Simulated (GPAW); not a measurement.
# Ballistic transport through a Pb chain with two Sn atoms in line, cheap and dear

Aim: T(E), conductance and thermopower of a Pb chain with two Sn atoms in line, and what cheaper settings cost in accuracy.

Method: GPAW LCAO, PAW setups; Landauer transmission from Green's functions with principal layers (ASE), zero bias, in GPAW 26.7.0.

## (1) The starting structure

The cell holds 12 atoms: 10 Pb and 2 Sn. Cell: a = 9.000 Å, b = 9.000 Å, c = 34.433 Å, α = 90.0°, β = 90.0°, γ = 90.0°. Regions: left lead, 5 atoms (5 Pb); channel, 2 atoms (2 Sn); right lead, 5 atoms (5 Pb). Vacuum lies along a and b. The structure is stacked along c, and the current runs across the ab planes.

## (2) Double-zeta polarised basis

The script solves lead and junction separately, takes H and S in the orbital basis, and joins semi-infinite leads through their self-energies; the dzp basis is the working standard.

Contents of run.py:

```python
import json
import numpy as np
from ase import Atoms
from ase.transport.calculators import TransportCalculator
from gpaw import GPAW, FermiDirac
from gpaw.lcao.tools import get_lcao_hamiltonian
from scipy.linalg import eigh

# The junction with lead layers at both ends, along the third cell vector
device = Atoms(
    ['Pb', 'Pb', 'Pb', 'Pb', 'Pb', 'Sn', 'Sn', 'Pb', 'Pb', 'Pb', 'Pb', 'Pb'],
    positions=[
        [4.50000, 4.50000, 1.45000],
        [4.50000, 4.50000, 4.35000],
        [4.50000, 4.50000, 7.25000],
        [4.50000, 4.50000, 10.15000],
        [4.50000, 4.50000, 13.05000],
        [4.50000, 4.50000, 15.84170],
        [4.50000, 4.50000, 18.59170],
        [4.50000, 4.50000, 21.38340],
        [4.50000, 4.50000, 24.28340],
        [4.50000, 4.50000, 27.18340],
        [4.50000, 4.50000, 30.08340],
        [4.50000, 4.50000, 32.98340]],
    cell=[[9.0, 0.0, 0.0], [0.0, 9.0, 0.0], [0.0, 0.0, 34.4334]],
    pbc=True)

# One principal layer of the lead: the first 3 atoms of the device
lead = Atoms(
    ['Pb', 'Pb', 'Pb'],
    positions=[
        [4.50000, 4.50000, 1.45000],
        [4.50000, 4.50000, 4.35000],
        [4.50000, 4.50000, 7.25000]],
    cell=[[9.0, 0.0, 0.0], [0.0, 9.0, 0.0], [0.0, 0.0, 8.7]],
    pbc=True)

settings = dict(mode='lcao', basis='dzp', xc='PBE', h=0.2,
                occupations=FermiDirac(0.1), maxiter=250,
                mixer=dict(beta=0.1, nmaxold=8, weight=100.0),
                convergence=dict(density=0.0001))
energies = np.arange(-2, 2 + 1e-9, 0.05)
eta = 0.0001
n1, n2 = 1, 1
# k and -k transmit alike, so half of the mesh across the current serves
mesh = [(i, j) for i in range(n1) for j in range(n2) if (i, j) <= (-i % n1, -j % n2)]
weights = np.array([1 if (i, j) == (-i % n1, -j % n2) else 2 for i, j in mesh]) / (n1 * n2)

# [... helper functions left out ...]
fermi_lead = ground_state(lead, (1, 1, 13), 'lead.txt')
fermi_device = ground_state(device, (1, 1, 3), 'device.txt')
# [... loop over the mesh left out, but for ...]
        # Shift the lead onto the potential of the device's first layer
        shift = ((H[:, 0, 0] - H0[:, 0, 0]) / S0[0, 0]).real.mean()
# [...]
kT = 8.617333e-5 * 300
bias = [0.1, 0.2, 0.5, 1.0, 1.5, 2.0]
# [... integrals and printing left out ...]
```

On the command line:

```
OMP_NUM_THREADS=1 OPENBLAS_NUM_THREADS=1 python run.py
```

The log of the run:

```text
basis functions: device 276, principal layer 69
Fermi level: lead -2.5493 eV, device -2.6120 eV; lead shifted by -0.0107 eV
largest coupling past the next layer 2.76e-08 eV, largest misfit of the first layer 0.016 eV
  E-E_F (eV)   T (one spin)  [channel counts left out]
    -2.000    8.8747e-01
    -1.950    8.9006e-01
    -1.900    8.9235e-01
    -1.850    8.9445e-01
    -1.800    8.9643e-01
    -1.750    8.9834e-01
    -1.700    9.0022e-01
    -1.650    9.0207e-01
    -1.600    9.0393e-01
    -1.550    9.0579e-01
    -1.500    9.0766e-01
    -1.450    9.0955e-01
    -1.400    9.1145e-01
    -1.350    9.1337e-01
    -1.300    9.1531e-01
    -1.250    9.1725e-01
[...]
1.650    2.9849e+00
     1.700    2.9832e+00
     1.750    2.9809e+00
     1.800    2.9779e+00
     1.850    2.9741e+00
     1.900    2.9694e+00
     1.950    2.9637e+00
     2.000    2.9569e+00
conductance at 300 K: 2.9565 G0 a cell; thermopower -0.08054 uV/K
current from the zero-bias T(E) at 0.1 V: 22.907 uA
current from the zero-bias T(E) at 0.2 V: 45.81 uA
current from the zero-bias T(E) at 0.5 V: 114.47 uA
current from the zero-bias T(E) at 1.0 V: 228.29 uA
current from the zero-bias T(E) at 1.5 V: 327.01 uA
current from the zero-bias T(E) at 2.0 V: 402.88 uA
```

Wall time 65 s (1 thread of Arm Neoverse V1, shared host); peak memory 1.1 GiB.

This step gave:

```yaml
conductance: 2.957 G₀
largest_coupling_past_the_next_principal_layer: 2.76e-8 eV
largest_misfit_of_the_first_principal_layer: 0.01648 eV
shift_that_aligns_the_lead: -0.01070 eV
basis_functions_of_the_junction: 276
basis_functions_of_a_principal_layer: 69
transmission_at_the_fermi_level_one_spin: 2.957
```

One spin. Table of transmission, zone mean by energy, zero at the Fermi level:

```csv
energy (eV),"transmission, zone mean"
-2.000,0.887
-1.800,0.896
-1.600,0.904
-1.400,0.911
-1.200,0.919
-1.000,0.927
-0.800,0.935
-0.600,2.60
-0.400,2.92
-0.200,2.95
0.000,2.96
0.200,2.96
0.400,2.96
0.600,2.96
0.800,2.97
1.000,2.97
1.200,2.98
1.400,2.99
1.600,2.99
1.800,2.98
2.000,2.96
```

Not self-consistent under bias; the bias window is split evenly. Current through one cell, from the zero-bias transmission against bias:

```csv
bias (V),"current through one cell, from the zero-bias transmission (μA)"
0.100,22.9
0.200,45.8
0.500,114
1.000,228
1.500,327
2.000,403
```

Table of transmission of the three most open eigenchannels by energy, zero at the Fermi level:

```csv
energy (eV),channel 1,channel 2,channel 3
-2.00,0.887,0,0
-1.85,0.894,0,0
-1.70,0.900,0,0
-1.60,0.904,0,0
-1.45,0.910,0,0
-1.30,0.915,0,0
-1.15,0.921,0,0
-1.05,0.925,0,0
-0.90,0.931,0,0
-0.75,0.937,2.3e-8,2.3e-8
-0.60,0.942,0.831,0.831
-0.50,0.962,0.962,0.945
-0.35,0.990,0.990,0.950
-0.20,0.996,0.996,0.955
-0.05,0.998,0.998,0.959
0.00,0.998,0.998,0.961
0.05,0.998,0.998,0.962
0.20,0.998,0.998,0.966
0.35,0.996,0.996,0.969
0.50,0.995,0.995,0.973
0.60,0.993,0.993,0.975
0.75,0.993,0.993,0.978
0.90,0.993,0.993,0.980
1.05,0.995,0.995,0.983
1.15,0.997,0.997,0.985
1.30,0.998,0.998,0.987
1.45,0.999,0.999,0.989
1.60,0.997,0.997,0.991
1.70,0.995,0.995,0.993
1.85,0.994,0.990,0.990
2.00,0.995,0.981,0.981
```

Couplings past the next layer reach 2.8e-8 eV, small enough to drop; the matrix elements of the cell's first layer differ from the bulk lead's by up to 0.016 eV. That layer keeps its own values in the calculation, and only beyond it is the lead taken as perfect. The Fermi levels of lead and junction count from different zeros of potential, one for each periodic cell; with both set to zero, the small remaining shift is what aligns them. Without spin-orbit coupling, which is large for these atoms, channel counts and T are those of the scalar-relativistic bands. By hand: G = 2.957 × 77.48 μS = 229 μS, a resistance of 4.37 kΩ; at 0.1 V a linear junction would pass 22.9 μA, and the integral over the bias window gives 22.9 μA.

## (3) GPAW, szp: basis = "szp(dzp)"

The second zeta is dropped, the polarisation orbitals stay.

Edit run.py of step 2 so:

```diff
@@ -37,3 +37,3 @@
 
-settings = dict(mode='lcao', basis='dzp', xc='PBE', h=0.2,
+settings = dict(mode='lcao', basis='szp(dzp)', xc='PBE', h=0.2,
                 occupations=FermiDirac(0.1), maxiter=250,
```

The log of the run:

```text
basis functions: device 168, principal layer 42
Fermi level: lead -2.7191 eV, device -2.8001 eV; lead shifted by -0.0128 eV
largest coupling past the next layer 2.75e-08 eV, largest misfit of the first layer 0.017 eV
  E-E_F (eV)   T (one spin)  [channel counts left out]
    -2.000    8.8543e-01
    -1.950    8.8853e-01
    -1.900    8.9116e-01
    -1.850    8.9351e-01
    -1.800    8.9565e-01
    -1.750    8.9767e-01
    -1.700    8.9961e-01
    -1.650    9.0150e-01
    -1.600    9.0336e-01
    -1.550    9.0521e-01
    -1.500    9.0705e-01
    -1.450    9.0888e-01
    -1.400    9.1072e-01
    -1.350    9.1256e-01
    -1.300    9.1440e-01
    -1.250    9.1625e-01
[...]
1.650    2.9845e+00
     1.700    2.9832e+00
     1.750    2.9812e+00
     1.800    2.9784e+00
     1.850    2.9749e+00
     1.900    2.9704e+00
     1.950    2.9648e+00
     2.000    2.9582e+00
conductance at 300 K: 2.9527 G0 a cell; thermopower -0.09296 uV/K
current from the zero-bias T(E) at 0.1 V: 22.877 uA
current from the zero-bias T(E) at 0.2 V: 45.75 uA
current from the zero-bias T(E) at 0.5 V: 114.31 uA
current from the zero-bias T(E) at 1.0 V: 227.86 uA
current from the zero-bias T(E) at 1.5 V: 324.01 uA
current from the zero-bias T(E) at 2.0 V: 399.55 uA
```

Wall time 40 s (1 thread); peak memory 1.1 GiB.

Numbers from this step:

* conductance: 2.953 G₀
* largest coupling past the next principal layer: 2.75e-8 eV
* largest misfit of the first principal layer: 0.01676 eV
* shift that aligns the lead: -0.01283 eV
* basis functions of the junction: 168
* basis functions of a principal layer: 42
* transmission at the Fermi level (one spin): 2.953

One spin. Table of transmission, zone mean by energy, zero at the Fermi level:

```csv
energy (eV),"transmission, zone mean"
-2.000,0.885
-1.800,0.896
-1.600,0.903
-1.400,0.911
-1.200,0.918
-1.000,0.925
-0.800,0.932
-0.600,2.50
-0.400,2.91
-0.200,2.94
0.000,2.95
0.200,2.96
0.400,2.96
0.600,2.96
0.800,2.96
1.000,2.97
1.200,2.98
1.400,2.98
1.600,2.99
1.800,2.98
2.000,2.96
```

Not self-consistent under bias; the bias window is split evenly. Current through one cell, from the zero-bias transmission against bias:

```csv
bias (V),"current through one cell, from the zero-bias transmission (μA)"
0.100,22.9
0.200,45.8
0.500,114
1.000,228
1.500,324
2.000,400
```

Transmission of the three most open eigenchannels against energy, zero at the Fermi level:

```csv
energy (eV),channel 1,channel 2,channel 3
-2.000,0.885,0,0
-1.800,0.896,0,0
-1.600,0.903,0,0
-1.400,0.911,0,0
-1.200,0.918,0,0
-1.000,0.925,0,0
-0.800,0.932,1.8e-11,1.8e-11
-0.600,0.939,0.780,0.780
-0.400,0.984,0.984,0.946
-0.200,0.995,0.995,0.952
0.000,0.998,0.998,0.957
0.200,0.998,0.998,0.962
0.400,0.996,0.996,0.967
0.600,0.993,0.993,0.972
0.800,0.992,0.992,0.976
1.000,0.994,0.994,0.980
1.200,0.997,0.997,0.983
1.400,0.999,0.999,0.987
1.600,0.998,0.998,0.990
1.800,0.993,0.993,0.992
2.000,0.994,0.982,0.982
```

The conductance equals that of the dzp run to 0.2 %.

## (4) GPAW, sz: basis = "sz(dzp)"

One function for each valence shell of the setup, as for a first survey of a large system.

Edit run.py of step 3 so:

```diff
@@ -37,3 +37,3 @@
 
-settings = dict(mode='lcao', basis='szp(dzp)', xc='PBE', h=0.2,
+settings = dict(mode='lcao', basis='sz(dzp)', xc='PBE', h=0.2,
                 occupations=FermiDirac(0.1), maxiter=250,
```

The log of the run:

```text
basis functions: device 108, principal layer 27
Fermi level: lead -2.6065 eV, device -2.6868 eV; lead shifted by -0.0130 eV
largest coupling past the next layer 2.77e-08 eV, largest misfit of the first layer 0.018 eV
  E-E_F (eV)   T (one spin)  [channel counts left out]
    -2.000    8.7477e-01
    -1.950    8.7764e-01
    -1.900    8.8021e-01
[...]
1.950    2.9727e+00
     2.000    2.9677e+00
conductance at 300 K: 2.9471 G0 a cell; thermopower -0.1058 uV/K
current from the zero-bias T(E) at 0.1 V: 22.833 uA
current from the zero-bias T(E) at 0.2 V: 45.663 uA
current from the zero-bias T(E) at 0.5 V: 114.09 uA
current from the zero-bias T(E) at 1.0 V: 227.53 uA
current from the zero-bias T(E) at 1.5 V: 329.07 uA
current from the zero-bias T(E) at 2.0 V: 404.92 uA
```

Elapsed: 28 s, on 1 thread; peak memory 1.1 GiB.

Numbers from this step:

```
conductance                                    : 2.947 G₀
largest coupling past the next principal layer : 2.77e-8 eV
largest misfit of the first principal layer    : 0.01797 eV
shift that aligns the lead                     : -0.01302 eV
basis functions of the junction                : 108
basis functions of a principal layer           : 27
transmission at the Fermi level (one spin)     : 2.947
```

The conductance, 2.95 G₀, lies 0.3 % below that of the dzp run.

## (5) LDA in the dzp basis: xc = "LDA"

Back in the dzp basis, the functional changes from PBE to LDA, to set the spread between functionals beside that between bases.

Edit run.py of step 4 so:

```diff
@@ -37,3 +37,3 @@
 
-settings = dict(mode='lcao', basis='sz(dzp)', xc='PBE', h=0.2,
+settings = dict(mode='lcao', basis='dzp', xc='LDA', h=0.2,
                 occupations=FermiDirac(0.1), maxiter=250,
```

The log of the run:

```text
basis functions: device 276, principal layer 69
Fermi level: lead -2.8325 eV, device -2.8886 eV; lead shifted by -0.0121 eV
largest coupling past the next layer 2.83e-08 eV, largest misfit of the first layer 0.015 eV
  E-E_F (eV)   T (one spin)  [channel counts left out]
    -2.000    8.9622e-01
    -1.950    8.9878e-01
    -1.900    9.0108e-01
[...]
1.950    2.9635e+00
     2.000    2.9562e+00
conductance at 300 K: 2.9625 G0 a cell; thermopower -0.07578 uV/K
current from the zero-bias T(E) at 0.1 V: 22.953 uA
current from the zero-bias T(E) at 0.2 V: 45.902 uA
current from the zero-bias T(E) at 0.5 V: 114.7 uA
current from the zero-bias T(E) at 1.0 V: 228.8 uA
current from the zero-bias T(E) at 1.5 V: 326.81 uA
current from the zero-bias T(E) at 2.0 V: 402.79 uA
```

Run time: 57 s. Hardware: 1 thread; peak memory 1.1 GiB.

This step gave:

```yaml
conductance: 2.963 G₀
largest_coupling_past_the_next_principal_layer: 2.83e-8 eV
largest_misfit_of_the_first_principal_layer: 0.01506 eV
shift_that_aligns_the_lead: -0.01210 eV
basis_functions_of_the_junction: 276
basis_functions_of_a_principal_layer: 69
transmission_at_the_fermi_level_one_spin: 2.963
```

One spin. Table of transmission, zone mean by energy, zero at the Fermi level:

```csv
energy (eV),"transmission, zone mean"
-2.00,0.896
-1.90,0.901
-1.80,0.905
-1.70,0.909
-1.55,0.915
-1.45,0.919
-1.35,0.923
-1.25,0.926
-1.15,0.930
-1.05,0.934
-0.90,0.940
-0.80,0.943
-0.70,1.06
-0.60,2.60
-0.50,2.89
-0.40,2.93
-0.25,2.95
-0.15,2.96
-0.05,2.96
0.00,2.96
0.05,2.96
0.15,2.97
0.25,2.97
0.40,2.97
0.50,2.97
0.60,2.97
0.70,2.97
0.80,2.97
0.90,2.97
1.05,2.98
1.15,2.98
1.25,2.98
1.35,2.99
1.45,2.99
1.55,2.99
1.70,2.98
1.80,2.98
1.90,2.97
2.00,2.96
```

The conductance, 2.96 G₀, lies 0.2 % above that of the dzp run.

## (6) All levels side by side

Times are for 1 thread of Arm Neoverse V1, shared host. The runs compared:

```csv
no.,run,conductance (G₀),time,memory (GiB)
1,dzp,2.957,65 s,1.1
2,szp,2.953,40 s,1.1
3,sz,2.947,28 s,1.1
4,dzp LDA,2.963,57 s,1.1
```

## (7) The levels side by side

The curves are compared point by point over the common energies.

This step: comparison of transmission and cost over codes and levels (GPAW 26.7.0).

Ladder, by row:

```csv
step,code,T at the Fermi level (sum over the listed spins),conductance (G0),r.m.s. T(E) from the first,wall time (s),peak memory (GiB),threads
dzp,GPAW,2.957,2.957,0,65.09,1.15,1
szp,GPAW,2.953,2.953,0.04493,39.64,1.12,1
sz,GPAW,2.947,2.947,0.07473,28.16,1.05,1
dzp-LDA,GPAW,2.963,2.963,0.02537,57.37,1.15,1
```

Transmission, zone mean, sum over the listed spins against energy, zero at the Fermi level:

```csv
energy (eV),dzp,szp,sz,dzp-LDA
-2.0000,0.887,0.885,0.875,0.896
-1.7500,0.898,0.898,0.887,0.907
-1.5000,0.908,0.907,0.897,0.917
-1.2500,0.917,0.916,0.908,0.926
-1.0000,0.927,0.925,0.918,0.936
-0.7500,0.937,0.934,0.927,0.945
-0.5000,2.87,2.85,2.86,2.89
-0.2500,2.94,2.94,2.93,2.95
0.0000,2.96,2.95,2.95,2.96
0.2500,2.96,2.96,2.95,2.97
0.5000,2.96,2.96,2.95,2.97
0.7500,2.96,2.96,2.95,2.97
1.0000,2.97,2.97,2.96,2.98
1.2500,2.98,2.98,2.97,2.98
1.5000,2.99,2.99,2.98,2.99
1.7500,2.98,2.98,2.98,2.98
2.0000,2.96,2.96,2.97,2.96
```

## (8) Potential alignment off, mixing 0.15, mixing history 12

Without the shift, lead and junction are matched by their Fermi levels alone. Mixing changes the road to self-consistency, not its end. The mixing history changes the road to self-consistency, not its end.

This step: GPAW LCAO, PAW setups; Landauer transmission from Green's functions with principal layers (ASE), zero bias (GPAW 26.7.0).

Edit run.py of step 5 so:

```diff
@@ -37,5 +37,5 @@
 
-settings = dict(mode='lcao', basis='dzp', xc='LDA', h=0.2,
+settings = dict(mode='lcao', basis='dzp', xc='PBE', h=0.2,
                 occupations=FermiDirac(0.1), maxiter=250,
-                mixer=dict(beta=0.1, nmaxold=8, weight=100.0),
+                mixer=dict(beta=0.15, nmaxold=12, weight=100.0),
                 convergence=dict(density=0.0001))
@@ -52,4 +52,4 @@
 # [... loop over the mesh left out, but for ...]
-        # Shift the lead onto the potential of the device's first layer
-        shift = ((H[:, 0, 0] - H0[:, 0, 0]) / S0[0, 0]).real.mean()
+        # Lead and device are aligned by their Fermi levels alone
+        shift = 0.0
 # [...]
```

The log of the run:

```text
basis functions: device 276, principal layer 69
Fermi level: lead -2.5494 eV, device -2.6121 eV; lead shifted by 0.0000 eV
largest coupling past the next layer 2.76e-08 eV, largest misfit of the first layer 0.018 eV
  E-E_F (eV)   T (one spin)  [channel counts left out]
    -2.000    8.9063e-01
    -1.950    8.9389e-01
    -1.900    8.9657e-01
    -1.850    8.9884e-01
    -1.800    9.0082e-01
    -1.750    9.0260e-01
    -1.700    9.0425e-01
    -1.650    9.0579e-01
    -1.600    9.0729e-01
    -1.550    9.0875e-01
    -1.500    9.1020e-01
    -1.450    9.1166e-01
    -1.400    9.1313e-01
    -1.350    9.1463e-01
    -1.300    9.1615e-01
    -1.250    9.1771e-01
[...]
1.650    2.9836e+00
     1.700    2.9813e+00
     1.750    2.9783e+00
     1.800    2.9748e+00
     1.850    2.9708e+00
     1.900    2.9662e+00
     1.950    2.9612e+00
     2.000    2.9557e+00
conductance at 300 K: 2.9562 G0 a cell; thermopower -0.09557 uV/K
current from the zero-bias T(E) at 0.1 V: 22.905 uA
current from the zero-bias T(E) at 0.2 V: 45.807 uA
current from the zero-bias T(E) at 0.5 V: 114.48 uA
current from the zero-bias T(E) at 1.0 V: 228.19 uA
current from the zero-bias T(E) at 1.5 V: 326.2 uA
current from the zero-bias T(E) at 2.0 V: 401.89 uA
```

Elapsed: 49 s, on 1 thread; peak memory 1.3 GiB.

Numbers from this step:

| Item | Value |
| --- | --- |
| conductance | 2.956 G₀ |
| largest coupling past the next principal layer | 2.76e-8 eV |
| largest misfit of the first principal layer | 0.01821 eV |
| shift that aligns the lead | 0 eV |
| transmission at the Fermi level (one spin) | 2.956 |

One spin. The transmission, zone mean by energy, zero at the Fermi level:

```csv
energy (eV),"transmission, zone mean"
-2.00,0.891
-1.85,0.899
-1.70,0.904
-1.60,0.907
-1.45,0.912
-1.30,0.916
-1.15,0.921
-1.05,0.924
-0.90,0.930
-0.75,0.935
-0.60,2.65
-0.50,2.85
-0.35,2.93
-0.20,2.95
-0.05,2.95
0.00,2.96
0.05,2.96
0.20,2.96
0.35,2.96
0.50,2.96
0.60,2.96
0.75,2.97
0.90,2.97
1.05,2.97
1.15,2.98
1.30,2.98
1.45,2.99
1.60,2.99
1.70,2.98
1.85,2.97
2.00,2.96
```

Not self-consistent under bias; the bias window is split evenly. The current through one cell, from the zero-bias transmission by bias:

```csv
bias (V),"current through one cell, from the zero-bias transmission (μA)"
0.100,22.9
0.200,45.8
0.500,114
1.000,228
1.500,326
2.000,402
```

(Part 1 of 2 ends here.)

[Logs are printed without paths, hosts, clocks, repeated set-up lines and the standing remarks that a program may print on its own settings, such as how far it seeks lower states.]

[Hosts, paths, dates, database ids (printed as entryN), source tags and the programs' standing remarks are cut or masked in the printed files.]
